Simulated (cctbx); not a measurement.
## From intensities to atoms

Cell a = 5.0110 Å, b = 5.1650 Å, c = 7.0950 Å, α = 90.00°, β = 90.00°, γ = 90.00°; space group Imma (no. 74); content Ru4 Y4 Fe4.

Simulated single-crystal data (cctbx): Mo Kα, λ = 0.71073 Å, to d = 0.7 Å, 80 % of the full sphere, strongest reflection 70000 counts, noise from counting, a 3 % proportional error and a noise floor of 8 counts (s.d.); no absorption.

1 earlier start (other random phases, and plain and normalised amplitudes in turn) led nowhere (symmetry correlation 0.81).

Charge flipping in P1 on plain amplitudes to 0.7 Å, δ = 1.1 σ, 30 % of the reflections treated as weak, 300 cycles:

```text
cycle      R  skewness
    0  0.627     0.15
   25  0.221     4.24
   50  0.229     4.22
   75  0.233     4.12
  100  0.230     4.14
  125  0.218     4.07
  150  0.220     4.04
  175  0.224     4.11
  200  0.222     4.18
  225  0.217     4.05
  250  0.220     4.04
  275  0.223     4.08
origin shift          correlation  skewness
 0.196  0.183  0.303      0.850      1.99
 0.203  0.426  0.086      0.816      2.56
 0.196  0.419  0.305      0.845      1.69
 0.201  0.180  0.086      0.806      2.18
taken: symmetry correlation 0.816, skewness 2.56
peak      x       y       z  mult  height/sigma
Q1    0.0000  0.0000  0.5000    4     10.9
Q2    0.0000  0.2500  0.1225    4      5.8
Q3    0.2500  0.2500  0.7500    4      5.3
Q4    0.2500  0.2500  0.2500    4      2.2
Q5    0.1039  0.2500  0.3360    8      1.9
Q6    0.1864  0.0026  0.1304   16      1.8
Q7    0.0000  0.1367  0.4116    8      1.7
Q8    0.0000  0.2500  0.5124    4      1.7
```

The origin is taken among those within 0.04 of the best correlation, by the skewness of the map.

Run time: 0.35 s on 1 thread of Arm Neoverse V2, with other jobs on the host, peak memory 0.07 GiB.

Q: Assign the peaks.

Heights go roughly as Z and multiplicities must add up to the content. First model: Q1 = Ru1 (4 in the cell, height 10.9), Q2 = Y1 (4 in the cell, height 5.8) and Q3 = Fe1 (4 in the cell, height 5.3). Against the true structure, Q1 is Ru, Q2 is Y and Q3 is Fe; the other peaks are not atoms.

Least squares on F², isotropic:

```text
Rint 0.023, 171 unique reflections to 0.70 A
cycle     R1     wR2    GooF  max shift (A)
   1  0.1554  0.3443  19.267   0.01184
   2  0.0144  0.0421   2.358   0.00001
final R1 0.0144 wR2 0.0421 GooF 2.358  parameters 4  data/parameter 42.8
atom        x        y        z      Ueq    occ   su(xyz)  su(Uiso or U11)
Ru1    0.00000  0.00000  0.50000   0.0030  1.000  0.00000  0.0002
Y1     0.00000  0.25000  0.12417   0.0069  1.000  0.00009  0.0002
Fe1    0.25000  0.25000  0.75000   0.0051  1.000  0.00000  0.0002
difference map: max 1.87 min -1.39 rms 0.23
Q1    0.0000  0.1734  0.1236    8    1.89  0.40 A from Y1
Q2    0.2500  0.1707  0.7500    8    1.62  0.41 A from Fe1
Q3    0.0000  0.0903  0.5005    8    0.79  0.47 A from Ru1
Q4    0.0000  0.2500  0.5766    4    0.66  1.40 A from Ru1
Q5    0.1742  0.2500  0.8905    8    0.47  1.07 A from Fe1
```

Anisotropic refinement:

```text
Rint 0.023, 171 unique reflections to 0.70 A
cycle     R1     wR2    GooF  max shift (A)
   1  0.0146  0.0423   2.423   0.00020
   2  0.0074  0.0172   0.985   0.00000
final R1 0.0074 wR2 0.0172 GooF 0.985  parameters 12  data/parameter 14.2
atom        x        y        z      Ueq    occ   su(xyz)  su(Uiso or U11)
Ru1    0.00000  0.00000  0.50000   0.0029  1.000  0.00000  0.0001
Y1     0.00000  0.25000  0.12414   0.0065  1.000  0.00004  0.0001
Fe1    0.25000  0.25000  0.75000   0.0048  1.000  0.00000  0.0002
difference map: max 0.38 min -0.50 rms 0.12
Q1    0.2308  0.2500  0.5612    8    0.39  1.34 A from Fe1
Q2    0.1232  0.2500  0.7695    8    0.34  0.65 A from Fe1
Q3    0.0000  0.2500  0.1952    4    0.34  0.50 A from Y1
Q4    0.2354  0.2500  0.8216    8    0.33  0.51 A from Fe1
Q5    0.0000  0.0014  0.3069    8    0.33  1.37 A from Ru1
Q6    0.1390  0.2500  0.2613    8    0.32  1.20 A from Y1
```

**Reading.** The refinement ends at R1 = 0.0074, wR2 = 0.0172, GooF = 0.98, with difference density between -0.50 and 0.38 e/Å³. Every site matches the true model in element, within 0.001 Å r.m.s., up to an allowed shift of origin.

True model:

```csv
atom,mult.,x,y,z,Ueq (Å²)
Ru1,4,0,0,1/2,0.0029
Y1,4,1/2,1/4,0.6241,0.0064
Fe1,4,1/4,1/4,1/4,0.0048
```

The model was made for the exercise: a known structure type with other elements put in, its volume estimated, not relaxed; displacement parameters are assumed.

[Middle refinement cycles are left out of these outputs.]

[Logs are printed without paths, hosts, clocks, repeated set-up lines and the standing remarks that a program may print on its own settings, such as how far it seeks lower states.]
